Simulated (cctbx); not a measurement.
# Resonant diffraction in Sr4Si2SnPb

Space group I4cm (no. 108), a = 8.0020 Å, b = 8.0020 Å, c = 15.5390 Å, α = 90.00°, β = 90.00°, γ = 90.00°.

```
atom  mult.       x       y       z  Ueq (Å²)
 Pb1      4     1/2     1/2  0.0066    0.0113
 Sn1      4     1/2     1/2     1/4    0.0174
 Sr1      8  0.1693  0.3307  0.3587    0.0119
 Sr2      8  0.6675  0.8325  0.1420    0.0093
 Si1      8  0.8936  0.6064  0.0016    0.0385
```

This is a model crystal, built by substitution and not relaxed, with assumed displacement parameters.

Calculated with cctbx: free-atom f′ and f″ from the Sasaki tables, no fine structure; amplitudes in electrons.

```
E (eV)  F 0 2 0  F 2 2 2  F 1 1 4  F 3 1 2
 12435    195.8     60.9    471.3     63.6
 12785    189.7     54.8    464.3     57.8
 12915    184.4     49.7    458.6     53.0
 12975    179.3     44.9    453.3     48.6
 13005    174.2     40.2    448.1     44.2
 13020    169.2     35.7    443.0     40.1
 13027    164.8     31.9    438.6     36.7
 13031    160.2     28.1    434.0     33.3
 13039    160.9     44.2    430.0     51.0
 13043    167.4     47.4    436.7     53.9
 13050    172.7     50.5    442.1     56.7
 13065    178.2     54.1    447.8     59.9
 13095    183.6     57.9    453.3     63.4
 13185    190.8     63.1    460.4     68.2
 13435    198.3     68.7    467.5     73.3
```

**Question.** Which edge is crossed, and why do the reflections move as they do?

The L3 edge of Pb. The edge is at 13035 eV. f′ of Pb falls from -12.2 e at 12915 eV to -18.4 e at 4 eV below it, and f″ steps from 3.94 to 10.12 e across it. Over that approach |F| changes by -13 % (0 2 0), -43 % (2 2 2), -5 % (1 1 4) and -37 % (3 1 2): a reflection falls where Pb scatters in phase with the total and rises where it scatters against it; it hardly moves where the Pb term is small or cancels by symmetry or lies in quadrature to the total. The f″ term interferes with the normal scattering with opposite sign for the two Friedel mates. The largest Friedel difference in the scan is 70.9 % of the mean (3 1 2, at 13039 eV).

[Logs are printed without paths, hosts, clocks, repeated set-up lines and the standing remarks that a program may print on its own settings, such as how far it seeks lower states.]
